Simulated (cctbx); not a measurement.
## NaP2I5O: as given, inverted or twinned?

Space group P1 (no. 1), a = 7.4050 Å, b = 7.5720 Å, c = 7.9860 Å, α = 91.54°, β = 116.94°, γ = 118.95°.

| atom | mult. | x | y | z | Ueq (Å²) |
| --- | --- | --- | --- | --- | --- |
| I1 | 1 | 0.8096 | 0.7574 | 0.2226 | 0.0102 |
| I2 | 1 | 0.4521 | 0.9352 | 0.7488 | 0.0161 |
| I3 | 1 | 0.8115 | 0.5141 | 0.7203 | 0.0137 |
| I4 | 1 | 0.1585 | 0.3985 | 0.2238 | 0.0131 |
| I5 | 1 | 0.2600 | 0.3240 | 0.7446 | 0.0116 |
| P1 | 1 | 0.3150 | 0.1485 | 0.4640 | 0.0254 |
| P2 | 1 | 0.3290 | 0.6805 | 0.9953 | 0.0240 |
| Na1 | 1 | 0.6922 | 0.3271 | 0.0826 | 0.0210 |
| O1 | 1 | 0.4290 | 0.0192 | 0.2167 | 0.0286 |

The model is made up (kin elements in a known structure type, no relaxation), so it says nothing on whether the phase exists.

Data sets are simulated with cctbx and refined with Bijvoet mates kept apart; Flack x is then fitted as the share of an inverted twin with the atoms fixed, Hooft y from the Bijvoet differences. The group has rotations alone, so the crystal has a hand.

Untwinned crystal. What Flack and Hooft values should come out?

| λ (Å) | extinction (unmodelled) | d min (Å) | top counts | error (%) | model | R1 | Flack x | s.u. | Hooft y | s.u. | pairs |
| --- | --- | --- | --- | --- | --- | --- | --- | --- | --- | --- | --- |
| 0.71073 | 0 | 0.77 | 70000 | 1.5 | as given | 0.0094 | 0.02 | 0.02 | -0.010 | 0.021 | 1246 |
| 0.71073 | 0 | 0.77 | 70000 | 1.5 | inverted | 0.0132 | 0.98 | 0.02 | 1.013 | 0.021 | 1246 |
| 1.54184 | 0 | 0.83 | 40000 | 1.5 | as given | 0.0101 | 0.007 | 0.006 | 0.001 | 0.007 | 989 |

With Mo Kα, x is within 3 s.u. of 0, so the hand is right. With Cu Kα, x is within 3 s.u. of 0, so the hand is right. Inverting the model turns x into about 1 − x.

A further crystal gives:

```
  λ (Å)  extinction (unmodelled)  d min (Å)  top counts  error (%)     model      R1  Flack x  s.u.  Hooft y   s.u.  pairs
0.71073                        0       0.65       40000          6  as given  0.0282     0.56  0.04    0.560  0.043   2033
```

**Question.** What is it?

It was simulated as an inversion twin with a fraction 0.5 of the inverted domain. Flack x is over 3 s.u. from both 0 and 1 and reads that fraction.

[Logs are printed without paths, hosts, clocks, repeated set-up lines and the standing remarks that a program may print on its own settings, such as how far it seeks lower states.]
